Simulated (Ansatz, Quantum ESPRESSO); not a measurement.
# From contact to tunnelling: a In chain with one bond drawn out, part 4 of 5

Wanted: T at the Fermi level along a series, and its decay constant, for a In chain with one bond drawn out.

Quantum ESPRESSO 7.5; plane-wave DFT, LDA, GBRV ultrasoft pseudopotentials; cross-check by Ansatz 0.2.0 with PAW datasets.

So far. Step 6 (The open system, 1.2 Å): T goes from 2.77 to 1.67, a factor of 1.7. Step 7 (The same in Ansatz, 1.2 Å): Ansatz finds T = 1.40 against pwcond's 1.67.

**8. Self-consistent run, 2 Å**

Level of this step: plane-wave DFT, LDA, GBRV ultrasoft pseudopotentials (Quantum ESPRESSO 7.5).

j2.scf.in reads:

```
&control
  prefix = 'j2.scf'
  outdir = './out'
  pseudo_dir = './pseudo'
  calculation = 'scf'
  tprnfor = .true.
/
&system
  ibrav = 0
  nat = 10
  ntyp = 1
  ecutwfc = 34
  ecutrho = 170
  occupations = 'smearing'
  smearing = 'mv'
  degauss = 0.01
/
&electrons
  conv_thr = 1e-07
  mixing_beta = 0.25
  electron_maxstep = 120
  mixing_mode = 'local-TF'
/
ATOMIC_SPECIES
  In  114.8180  in_lda_v1.4.uspp.F.UPF
CELL_PARAMETERS angstrom
  7.50000000000000 0.00000000000000 0.00000000000000
  0.00000000000000 7.50000000000000 0.00000000000000
  0.00000000000000 0.00000000000000 31.50000000000000
ATOMIC_POSITIONS crystal
  In  0.500000000000 0.500000000000 0.000000000000
  In  0.500000000000 0.500000000000 0.093650793651
  In  0.500000000000 0.500000000000 0.187301587302
  In  0.500000000000 0.500000000000 0.280952380952
  In  0.500000000000 0.500000000000 0.374603174603
  In  0.500000000000 0.500000000000 0.531746031746
  In  0.500000000000 0.500000000000 0.625396825397
  In  0.500000000000 0.500000000000 0.719047619048
  In  0.500000000000 0.500000000000 0.812698412698
  In  0.500000000000 0.500000000000 0.906349206349
K_POINTS automatic
  1 1 3 0 0 0
```

On the command line:

```bash
$ OMP_NUM_THREADS=1 mpirun -n 4 pw.x -nk 1 -in j2.scf.in > j2.scf.out
```

What it wrote:

```text
[banner, memory and clock lines left out]
Program PWSCF v.7.5 starts
[...]
number of electrons       =       130.00
     number of Kohn-Sham states=           78
     kinetic-energy cutoff     =      34.0000  Ry
     charge density cutoff     =     170.0000  Ry
[...]
number of k points=     2  Marzari-Vanderbilt smearing, width (Ry)=  0.0100
[...]
Dense  grid:   447523 G-vectors     FFT dimensions: (  60,  60, 250)
[...]
Starting wfcs are   90 randomized atomic wfcs
     estimated scf accuracy    <      52.43233447 Ry
     estimated scf accuracy    <      28.02193719 Ry
     estimated scf accuracy    <       1.91230697 Ry
     estimated scf accuracy    <       0.92769654 Ry
     estimated scf accuracy    <       0.38707401 Ry
     estimated scf accuracy    <       0.06613869 Ry
     estimated scf accuracy    <       0.05089995 Ry
     estimated scf accuracy    <       0.00834356 Ry
     estimated scf accuracy    <       0.00448258 Ry
     estimated scf accuracy    <       0.00033829 Ry
     estimated scf accuracy    <       0.00021608 Ry
     estimated scf accuracy    <       0.00003009 Ry
     estimated scf accuracy    <       0.00000389 Ry
     estimated scf accuracy    <       0.00000273 Ry
     estimated scf accuracy    <       0.00000080 Ry
     estimated scf accuracy    <       0.00000011 Ry
[...]
the Fermi energy is    -1.4427 ev
!    total energy              =   -1329.84291706 Ry
     estimated scf accuracy    <       0.00000004 Ry
     smearing contrib. (-TS)   =      -0.00515267 Ry
     internal energy E=F+TS    =   -1329.83776439 Ry
[...]
one-electron contribution =   -1452.94826525 Ry
     hartree contribution      =     778.54391565 Ry
     xc contribution           =    -370.01973783 Ry
     ewald contribution        =    -285.41367696 Ry
     convergence has been achieved in  17 iterations
[...]
Total force =     0.025805     Total SCF correction =     0.000250
[...]
```

The job ended after 86 s (4 MPI ranks of Arm Neoverse V2, shared host; peak memory 1.9 GiB; 5.7 min of CPU time).

Read from the output:

```
free energy  : -18093.4346 eV
Fermi energy : -1.443 eV
```

**9. Transmission with pwcond.x, 2 Å**

j2.cond.in reads:

```
&inputcond
  outdir = './out'
  prefixt = 'j2.scf'
  tran_file = 'j2.cond.dat'
  bdl = 0.7866666667
  bds = 4.2000000000
  ikind = 1
  ewind = 4.0
  epsproj = 1e-05
  nz1 = 7
  energy0 = 2.0
  denergy = -0.1
/
1
  0.00000000 0.00000000 1.00000000
41
```

On the command line:

```bash
$ OMP_NUM_THREADS=1 mpirun -n 4 pwcond.x -in j2.cond.in > j2.cond.out
```

What it wrote:

```text
[banner, memory and clock lines left out]
Program PWCOND v.7.5 starts

     ./out/j2.scf.save/

[...]
negative rho (up, down):  6.167E-03 0.000E+00
     Reading collected, re-writing distributed wavefunctions

===== INPUT FILE containing all the regions =====

     GEOMETRY:

     lattice parameter (alat)  =      14.1729  a.u.
     the volume                =   11957.2052 (a.u.)^3
     the cross section         =     200.8724 (a.u.)^2
     l of the unit cell        =       4.2000 (alat)
     number of atoms/cell      =           10
[...]
T_tot    -0.30000      0.45961E+00
   T_tot    -0.40000      0.43716E+00
   T_tot    -0.50000      0.41429E+00
   T_tot    -0.60000      0.39148E+00
   T_tot    -0.70000      0.36903E+00
   T_tot    -0.80000      0.34683E+00
   T_tot    -0.90000      0.32373E+00
   T_tot    -1.00000      0.29586E+00
   T_tot    -1.10000      0.24972E+00
   T_tot    -1.20000      0.11848E+00
   T_tot    -1.30000      0.00000E+00
   T_tot    -1.40000      0.00000E+00
   T_tot    -1.50000      0.00000E+00
   T_tot    -1.60000      0.00000E+00
   T_tot    -1.70000      0.00000E+00
   T_tot    -1.80000      0.00000E+00
   T_tot    -1.90000      0.00000E+00
   T_tot    -2.00000      0.00000E+00
```

Elapsed: 2.8 min, on 4 MPI ranks; peak memory 0.43 GiB; 11 min of CPU time.

Read from the output:

- transmission at the Fermi level, one spin: 0.5050
- conductance: 0.5050 G₀

Per spin. The transmission by energy, zero at the Fermi level:

```
energy (eV)  transmission
      -2.00             0
      -1.90             0
      -1.70             0
      -1.60             0
      -1.40             0
      -1.30             0
      -1.20        0.0592
      -1.00         0.148
      -0.90         0.162
      -0.80         0.173
      -0.60         0.196
      -0.50         0.207
      -0.30         0.230
      -0.20         0.241
      -0.10         0.373
       0.00         0.505
       0.10         0.434
       0.20         0.384
       0.30         0.375
       0.50         0.388
       0.60         0.395
       0.80         0.415
       0.90         0.432
       1.00         0.462
       1.20         0.485
       1.30         0.511
       1.40         0.534
       1.60         0.573
       1.70         0.593
       1.90         0.640
       2.00         0.668
```

T goes from 1.67 to 0.505, a factor of 3.3.

**10. Cross-check with Ansatz, 2 Å**

Level of this step: plane-wave DFT, LDA, Ansatz PAW (Ansatz 0.2.0).

input.yaml reads:

```yaml
crystal:
  lattice:
    - [7.5, 0.0, 0.0]
    - [0.0, 7.5, 0.0]
    - [0.0, 0.0, 31.5]
  atoms:
    - { symbol: In, position: [0.5, 0.5, 0.0] }
    - { symbol: In, position: [0.5, 0.5, 0.0936507937] }
    - { symbol: In, position: [0.5, 0.5, 0.1873015873] }
    - { symbol: In, position: [0.5, 0.5, 0.280952381] }
    - { symbol: In, position: [0.5, 0.5, 0.3746031746] }
    - { symbol: In, position: [0.5, 0.5, 0.5317460317] }
    - { symbol: In, position: [0.5, 0.5, 0.6253968254] }
    - { symbol: In, position: [0.5, 0.5, 0.719047619] }
    - { symbol: In, position: [0.5, 0.5, 0.8126984127] }
    - { symbol: In, position: [0.5, 0.5, 0.9063492063] }
kpoints:
  mp_grid: { grid: [1, 1, 4] }
hamiltonian:
  xc: lda
scf:
  occupations: { method: fermi_dirac, width: 0.1 }
  convergence: { dr2_threshold: 1.0e-08 }
output:
  transmission:
    leads: [[0, 1]]
    e_range: [-2.0, 2.0]
    de: 0.05
    kmesh: [1, 1]
    reduced_basis: true
  write_potential: true
  write_density: true
  volumetric_format: npy
  elf: true
```

On the command line:

```bash
$ ansatz run input.yaml --threads 4 --pin off --max-ram 8192MiB --backend cpu --events-out ev --progress --plain --runs-dir out
```

What it wrote:

```text
[...]
Crystal: 10 atoms, lattice volume = 1771.875 Å³
Basis set: ecut = 420 eV, 34633 PW (Γ)
Bands: 78, of which v1, the nominal top of the filled ones, is band 65 counted from 1 (64 counted from 0)
Symmetry: 16 space group operations
[...]
k-points: 3 of 4
[...]
k-point 2: bands = [... 61 lower, -1.7805, -1.5643, -1.5643, -1.4754, -1.4754, -1.2835, -1.2835, -1.0609, ... 9 higher]
--- Transmission ---
  basis      : 497 plane waves across, 40 finite elements along
  points     : 1, standing for a mesh of 1 x 1
[...]
channels       : 3.000000e0 a spin
[...]
junction   : crystal 0 to crystal 0, -1.47 to 27.07 Å
    transmission   : 4.122155e-1 a spin
[...]
[key lines of the parts left out:]
SCF converged after 13 iterations
Free energy (F): -54555.001693 eV
Fermi energy:    -1.437188 eV
```

The job ended after 24 s (4 threads; peak memory 2.4 GiB).

Read from the output:

- free energy: -54555.0017 eV
- energy at zero smearing: -54554.6020 eV
- smearing term TS: 0.7993 eV
- Fermi energy: -1.437 eV
- transmission at the Fermi level, one spin: 0.4122
- step of the lead's Hamiltonian over a period: 14.3 meV

Per spin. Transmission against energy, zero at the Fermi level:

```
energy (eV)  transmission
      -2.00             0
      -1.90             0
      -1.80             0
      -1.70             0
      -1.55             0
      -1.45             0
      -1.35             0
      -1.25        0.0412
      -1.15        0.0920
      -1.05         0.122
      -0.90         0.151
      -0.80         0.167
      -0.70         0.180
      -0.60         0.193
      -0.50         0.205
      -0.40         0.216
      -0.25         0.231
      -0.15         0.254
      -0.05         0.371
       0.00         0.412
       0.05         0.425
       0.15         0.411
       0.25         0.395
       0.40         0.388
       0.50         0.393
       0.60         0.401
       0.70         0.413
       0.80         0.427
       0.90         0.443
       1.05         0.469
       1.15         0.488
       1.25         0.506
       1.35         0.524
       1.45         0.542
       1.55         0.561
       1.70         0.590
       1.80         0.611
       1.90         0.635
       2.00         0.662
```

Ansatz finds T = 0.412 against pwcond's 0.505.

**11. SCF with pw.x, 3 Å**

Level of this step: plane-wave DFT, LDA, GBRV ultrasoft pseudopotentials (Quantum ESPRESSO 7.5).

j3.scf.in reads:

```
&control
  prefix = 'j3.scf'
  outdir = './out'
  pseudo_dir = './pseudo'
  calculation = 'scf'
  tprnfor = .true.
/
&system
  ibrav = 0
  nat = 10
  ntyp = 1
  ecutwfc = 34
  ecutrho = 170
  occupations = 'smearing'
  smearing = 'mv'
  degauss = 0.01
/
&electrons
  conv_thr = 1e-07
  mixing_beta = 0.25
  electron_maxstep = 120
  mixing_mode = 'local-TF'
/
ATOMIC_SPECIES
  In  114.8180  in_lda_v1.4.uspp.F.UPF
CELL_PARAMETERS angstrom
  7.50000000000000 0.00000000000000 0.00000000000000
  0.00000000000000 7.50000000000000 0.00000000000000
  0.00000000000000 0.00000000000000 32.50000000000000
ATOMIC_POSITIONS crystal
  In  0.500000000000 0.500000000000 0.000000000000
  In  0.500000000000 0.500000000000 0.090769230769
  In  0.500000000000 0.500000000000 0.181538461538
  In  0.500000000000 0.500000000000 0.272307692308
  In  0.500000000000 0.500000000000 0.363076923077
  In  0.500000000000 0.500000000000 0.546153846154
  In  0.500000000000 0.500000000000 0.636923076923
  In  0.500000000000 0.500000000000 0.727692307692
  In  0.500000000000 0.500000000000 0.818461538462
  In  0.500000000000 0.500000000000 0.909230769231
K_POINTS automatic
  1 1 3 0 0 0
```

On the command line:

```bash
$ OMP_NUM_THREADS=1 mpirun -n 4 pw.x -nk 1 -in j3.scf.in > j3.scf.out
```

What it wrote:

```text
[banner, memory and clock lines left out]
Program PWSCF v.7.5 starts
[...]
number of electrons       =       130.00
     number of Kohn-Sham states=           78
     kinetic-energy cutoff     =      34.0000  Ry
     charge density cutoff     =     170.0000  Ry
[...]
number of k points=     2  Marzari-Vanderbilt smearing, width (Ry)=  0.0100
[...]
Dense  grid:   461731 G-vectors     FFT dimensions: (  60,  60, 256)
[...]
Starting wfcs are   90 randomized atomic wfcs
     estimated scf accuracy    <      52.31446297 Ry
     estimated scf accuracy    <      28.17626965 Ry
     estimated scf accuracy    <       1.97313498 Ry
     estimated scf accuracy    <       0.99204375 Ry
     estimated scf accuracy    <       0.37740053 Ry
     estimated scf accuracy    <       0.06424795 Ry
     estimated scf accuracy    <       0.03465141 Ry
     estimated scf accuracy    <       0.00716875 Ry
     estimated scf accuracy    <       0.00313828 Ry
     estimated scf accuracy    <       0.00060524 Ry
     estimated scf accuracy    <       0.00038152 Ry
     estimated scf accuracy    <       0.00009681 Ry
     estimated scf accuracy    <       0.00000990 Ry
     estimated scf accuracy    <       0.00000501 Ry
     estimated scf accuracy    <       0.00000059 Ry
     estimated scf accuracy    <       0.00000047 Ry
     estimated scf accuracy    <       0.00000027 Ry
[...]
the Fermi energy is    -1.4950 ev
!    total energy              =   -1329.83732065 Ry
     estimated scf accuracy    <       0.00000005 Ry
     smearing contrib. (-TS)   =      -0.00424999 Ry
     internal energy E=F+TS    =   -1329.83307066 Ry
[...]
one-electron contribution =   -1503.05606377 Ry
     hartree contribution      =     803.48140299 Ry
     xc contribution           =    -370.04418494 Ry
     ewald contribution        =    -260.21422494 Ry
     convergence has been achieved in  18 iterations
[...]
Total force =     0.028365     Total SCF correction =     0.000445
[...]
```

Elapsed: 89 s, on 4 MPI ranks; peak memory 2 GiB; 5.9 min of CPU time.

Read from the output:

- free energy: -18093.3585 eV
- Fermi energy: -1.495 eV

**12. Transmission with pwcond.x, 3 Å**

j3.cond.in reads:

```
&inputcond
  outdir = './out'
  prefixt = 'j3.scf'
  tran_file = 'j3.cond.dat'
  bdl = 0.7866666667
  bds = 4.3333333333
  ikind = 1
  ewind = 4.0
  epsproj = 1e-05
  nz1 = 7
  energy0 = 2.0
  denergy = -0.1
/
1
  0.00000000 0.00000000 1.00000000
41
```

On the command line:

```bash
$ OMP_NUM_THREADS=1 mpirun -n 4 pwcond.x -in j3.cond.in > j3.cond.out
```

What it wrote:

```text
[banner, memory and clock lines left out]
Program PWCOND v.7.5 starts

     ./out/j3.scf.save/

[...]
negative rho (up, down):  6.363E-03 0.000E+00
     Reading collected, re-writing distributed wavefunctions

===== INPUT FILE containing all the regions =====

     GEOMETRY:

     lattice parameter (alat)  =      14.1729  a.u.
     the volume                =   12336.7990 (a.u.)^3
     the cross section         =     200.8724 (a.u.)^2
     l of the unit cell        =       4.3333 (alat)
     number of atoms/cell      =           10
[...]
T_tot    -0.30000      0.82357E-01
   T_tot    -0.40000      0.74613E-01
   T_tot    -0.50000      0.67342E-01
   T_tot    -0.60000      0.60620E-01
   T_tot    -0.70000      0.54454E-01
   T_tot    -0.80000      0.48747E-01
   T_tot    -0.90000      0.43212E-01
   T_tot    -1.00000      0.37076E-01
   T_tot    -1.10000      0.27873E-01
   T_tot    -1.20000      0.36139E-02
   T_tot    -1.30000      0.00000E+00
   T_tot    -1.40000      0.00000E+00
   T_tot    -1.50000      0.00000E+00
   T_tot    -1.60000      0.00000E+00
   T_tot    -1.70000      0.00000E+00
   T_tot    -1.80000      0.00000E+00
   T_tot    -1.90000      0.00000E+00
   T_tot    -2.00000      0.00000E+00
```

The job ended after 2.8 min (4 MPI ranks; peak memory 0.44 GiB; 11 min of CPU time).

Read from the output:

```
transmission at the Fermi level, one spin : 0.07733
conductance                               : 0.07733 G₀
```

Per spin. The transmission by energy, zero at the Fermi level:

energy (eV), transmission and a bar:
```
    -2.00      0.000 
    -1.90      0.000 
    -1.70      0.000 
    -1.60      0.000 
    -1.40      0.000 
    -1.30      0.000 
    -1.20      0.002 
    -1.00      0.019 ##
    -0.90      0.022 ##
    -0.80      0.024 ##
    -0.60      0.030 ###
    -0.50      0.034 ###
    -0.30      0.041 ####
    -0.20      0.045 ####
    -0.10      0.060 ######
     0.00      0.077 #######
     0.10      0.074 #######
     0.20      0.072 #######
     0.30      0.075 #######
     0.50      0.084 ########
     0.60      0.090 ########
     0.80      0.102 ##########
     0.90      0.109 ##########
     1.00      0.119 ###########
     1.20      0.139 #############
     1.30      0.152 ##############
     1.40      0.167 ################
     1.60      0.202 ###################
     1.70      0.224 #####################
     1.90      0.281 ##########################
     2.00      0.321 ##############################
```

T goes from 0.505 to 0.0773, a factor of 6.5.

**13. Cross-check with Ansatz, 3 Å**

Level of this step: plane-wave DFT, LDA, Ansatz PAW (Ansatz 0.2.0).

input.yaml, the sections that differ from step 10:

```yaml
crystal:
  lattice:
    - [7.5, 0.0, 0.0]
    - [0.0, 7.5, 0.0]
    - [0.0, 0.0, 32.5]
  atoms:
    - { symbol: In, position: [0.5, 0.5, 0.0] }
    - { symbol: In, position: [0.5, 0.5, 0.0907692308] }
    - { symbol: In, position: [0.5, 0.5, 0.1815384615] }
    - { symbol: In, position: [0.5, 0.5, 0.2723076923] }
    - { symbol: In, position: [0.5, 0.5, 0.3630769231] }
    - { symbol: In, position: [0.5, 0.5, 0.5461538462] }
    - { symbol: In, position: [0.5, 0.5, 0.6369230769] }
    - { symbol: In, position: [0.5, 0.5, 0.7276923077] }
    - { symbol: In, position: [0.5, 0.5, 0.8184615385] }
    - { symbol: In, position: [0.5, 0.5, 0.9092307692] }
# kpoints, hamiltonian, scf, output: as in step 10
```

On the command line:

```bash
$ ansatz run input.yaml --threads 4 --pin off --max-ram 8192MiB --backend cpu --events-out ev --progress --plain --runs-dir out
```

What it wrote:

```text
[...]
Crystal: 10 atoms, lattice volume = 1828.125 Å³
Basis set: ecut = 420 eV, 35749 PW (Γ)
Bands: 78, of which v1, the nominal top of the filled ones, is band 65 counted from 1 (64 counted from 0)
Symmetry: 16 space group operations
[...]
k-points: 3 of 4
[...]
k-point 2: bands = [... 61 lower, -1.7467, -1.6217, -1.6217, -1.5231, -1.5231, -1.3527, -1.3527, -1.1024, ... 9 higher]
--- Transmission ---
  basis      : 497 plane waves across, 41 finite elements along
  points     : 1, standing for a mesh of 1 x 1
[...]
channels       : 3.000000e0 a spin
[...]
junction   : crystal 0 to crystal 0, -1.47 to 28.08 Å
    transmission   : 6.861248e-2 a spin
[...]
[key lines of the parts left out:]
SCF converged after 13 iterations
Free energy (F): -54554.933875 eV
Fermi energy:    -1.494607 eV
```

Elapsed: 26 s, on 4 threads; peak memory 2.4 GiB.

Numbers from this step:

* free energy: -54554.9339 eV
* energy at zero smearing: -54554.5328 eV
* smearing term TS: 0.8022 eV
* transmission at the Fermi level, one spin: 0.06861
* step of the lead's Hamiltonian over a period: 16.6 meV

Per spin. Transmission against energy, zero at the Fermi level:

```
energy (eV)  transmission
     -2.000             0
     -1.800             0
     -1.600             0
     -1.400             0
     -1.200       0.00811
     -1.000        0.0177
     -0.800        0.0246
     -0.600        0.0312
     -0.400        0.0380
     -0.200        0.0453
      0.000        0.0686
      0.200        0.0745
      0.400        0.0807
      0.600        0.0910
      0.800         0.105
      1.000         0.122
      1.200         0.143
      1.400         0.169
      1.600         0.203
      1.800         0.249
      2.000         0.317
```

Ansatz finds T = 0.0686 against pwcond's 0.0773.

(Continued in part 5 of 5.)

[Long decimals in the printed logs are rounded to 6 places.]

[Repeated lines of the later SCF iterations (solver, time, negative density, dipole) and banner, clock, host and MPI lines are left out of these logs without a mark at each place.]

[Logs are printed without paths, hosts, clocks, repeated set-up lines and the standing remarks that a program may print on its own settings, such as how far it seeks lower states.]

[Hosts, paths, dates, database ids (printed as entryN), source tags and the programs' standing remarks are cut or masked in the printed files.]

[Maps of the electrostatic potential energy from Ansatz leave out the sawtooth potential of an applied field or a dipole correction, so their vacuum need not be flat; planar profiles and work functions include it.]
